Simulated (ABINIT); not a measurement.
```
A GW chain in ABINIT: GaAs (F-43m)
1.0
     0.00000    2.82685    2.82685
     2.82685    0.00000    2.82685
     2.82685    2.82685    0.00000
Ga As
1 1
Direct
  0.00000 0.00000 0.00000
  0.25000 0.25000 0.25000
# method: RPA screening on PBE, plane waves, norm-conserving pseudopotentials (and 2 further levels or steps)
# program: ABINIT 10.8.3
# settings: cutoff 45 Ha, PseudoDojo scalar-relativistic 0.4 stringent, norm-conserving, ngkpt (4, 4, 4), nband 95, ecuteps 5 Ha, inclvkb 2, shiftk (0, 0, 0), symchi 1, awtr 1, frequency ppm, 4×4×4 k-mesh
# cost: 5 runs, 2.7 min in all on 8 MPI ranks of Intel Xeon Platinum 8259CL at 2.50GHz (Skylake/Cascade Lake), shared host
# notes: The cell and positions come from the Crystallography Open Database and are kept as given unless a step says otherwise. Limits: screening runs away on this mesh; no spin-orbit coupling. The 4×4×4 mesh is coarse for this cell, which bears on the long-range parts of exchange and screening. On this mesh the RPA ε∞ passes 90, more than nearly any semiconductor shows; a coarse mesh does this where one point with a narrow direct gap carries much weight. The screening is then too strong, and the G0W0 gap should not be taken as the material’s.
# PBE gap: 0.51 eV, direct
# G0W0 gap on the mesh: 1.15 eV
# GW settings: 4×4×4 mesh, 95 bands, screening to 136.1 eV, Godby-Needs plasmon pole
# known limits: short of the basis limit; screening runs away on this mesh; no spin-orbit coupling; coarse k mesh
```

[Long decimals in the printed logs are rounded to 6 places.]

[Logs are printed without paths, hosts, clocks, repeated set-up lines and the standing remarks that a program may print on its own settings, such as how far it seeks lower states.]

[Paths, hosts, dates, memory and timing lines, banners, echoed tables and standing remarks are left out of the program output; an Ansatz launch command may be rebuilt from the run's recorded settings. Measured values are a selection of at most five: reports struck by readers or far from the other reports are left out. None is set beside runs whose start may be inverted or whose files or cutoffs have a known fault.]

[Runs of the session that timed out or met a known fault of the program may be left out.]

[Hosts, paths, dates, database ids (printed as entryN), source tags and the programs' standing remarks are cut or masked in the printed files.]

[G0W0 gaps are taken among the corrected bands and points alone; a level outside them can change the order at an edge.]

[Where Ansatz stands beside ABINIT at settings called matched, ABINIT's density can come from a denser mesh and the files from another edition; pairs whose starting gaps differed by over 0.03 eV were left out, so agreement reads better than it is.]
